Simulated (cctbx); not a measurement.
**Reading a Patterson map**

Space group P2_1/c (no. 14), a = 7.1220 Å, b = 14.9900 Å, c = 7.7540 Å, α = 90.00°, β = 106.71°, γ = 90.00°, content Sb4 Sn8 Br12 O8.

The data are simulated with cctbx, not measured: Cu Kα, λ = 1.54184 Å, to d = 0.83 Å, 50 % of the full sphere, strongest reflection 70000 counts, noise from counting, a 4 % proportional error and a noise floor of 8 counts (s.d.); no absorption.

Patterson synthesis, origin scaled to 1000:

```text
Patterson group P 1 2/m 1
      u       v       w   height  length (A)
  0.000   0.000   0.000   1000.0     0.00
  0.000   0.000   0.500    401.6     3.88
  0.051   0.238   0.514    221.8     5.27
  0.000   0.459   0.500    209.6     7.89
  0.457   0.500   0.366    197.3     8.34
  0.370   0.249   0.845    177.1     4.91
  0.000   0.245   0.000    176.9     3.67
  0.067   0.461   0.006    170.6     6.93
  0.168   0.399   0.788    161.4     6.40
  0.200   0.384   0.294    144.9     6.21
  0.104   0.276   0.020    141.0     4.19
  0.382   0.500   0.847    138.2     8.18
  0.411   0.108   0.864    134.3     3.75
  0.361   0.267   0.350    128.0     5.09
```

**Question.** Which atom pairs make the peaks, and where is the heaviest atom?

A peak at u stands for all pairs with xi − xj = u, with weight Σ ZiZj against Σ Z² = 45616 at the origin. Peak heights follow these weights only roughly, since form factors, motion and series ripples differ, all vectors within 0.55 Å of a peak are counted as merged into it though the farther ones add only part of their weight, and F(000) is left out, which lowers the whole map:

| u | v | w | shortest length (Å) | height | 1000 ΣZiZj/ΣZ² | pairs in the cell |
| --- | --- | --- | --- | --- | --- | --- |
| 0.000 | 0.000 | 0.500 | 3.88 | 402 | 781 | 8 × Sb–Sn, 12 × Br–Br, 8 × O–O |
| 0.051 | 0.238 | 0.514 | 5.28 | 222 | 399 | 4 × Sb–Br, 2 × Sb–Sn, 2 × Sn–Br, 2 × Br–Br |
| 0.000 | 0.459 | 0.500 | 7.90 | 210 | 224 | 2 × Sb–Sb, 2 × Sn–Sn |
| 0.457 | 0.500 | 0.366 | 8.34 | 197 | 224 | 4 × Sb–Sn |
| 0.370 | 0.249 | 0.845 | 4.91 | 177 | 188 | 2 × Sn–Sn, 2 × Sb–Br |
| 0.000 | 0.245 | 0.000 | 3.67 | 177 | 264 | 4 × Sb–Br, 4 × Br–Br |
| 0.067 | 0.461 | 0.006 | 6.93 | 171 | 189 | 2 × Sb–Sn, 2 × Sn–Br |
| 0.168 | 0.399 | 0.788 | 6.41 | 161 | 244 | 2 × Sb–Br, 2 × Sn–Br, 2 × Br–Br, 2 × Sb–O, 2 × Sn–O |
| 0.200 | 0.384 | 0.294 | 6.20 | 145 | 221 | 4 × Br–Br, 2 × Sb–Br, 2 × Sb–O, 2 × Sn–O |
| 0.104 | 0.276 | 0.020 | 4.20 | 141 | 221 | 2 × Sb–Sn, 2 × Sn–Sn |

The table stops at ten peaks or at a height of 45, below which ripples compete. In the model behind the data Sb, the heaviest element, has 1 independent site: (0.6948, 0.0187, 0.6772), up to an allowed shift of origin; the Sb–Sb vectors are differences of these positions and their symmetry mates. Elements of similar Z can't be told apart from the map alone. The whole model:

| atom | mult. | x | y | z | Ueq (Å²) |
| --- | --- | --- | --- | --- | --- |
| Sb1 | 4 | 0.6948 | 0.0187 | 0.6772 | 0.0154 |
| Sn1 | 4 | 0.6083 | 0.7715 | 0.1610 | 0.0125 |
| Sn2 | 4 | 0.2388 | 0.9717 | 0.8122 | 0.0139 |
| Br1 | 4 | 0.6774 | 0.2580 | 0.6638 | 0.0169 |
| Br2 | 4 | 0.1285 | 0.3848 | 0.5344 | 0.0197 |
| Br3 | 4 | 0.8959 | 0.8784 | 0.4688 | 0.0197 |
| O1 | 4 | 0.5520 | 0.0770 | 0.8705 | 0.0253 |
| O2 | 4 | 0.4659 | 0.5818 | 0.0958 | 0.0298 |

This is a model crystal, built by substitution and not relaxed, with assumed displacement parameters.

[Logs are printed without paths, hosts, clocks, repeated set-up lines and the standing remarks that a program may print on its own settings, such as how far it seeks lower states.]
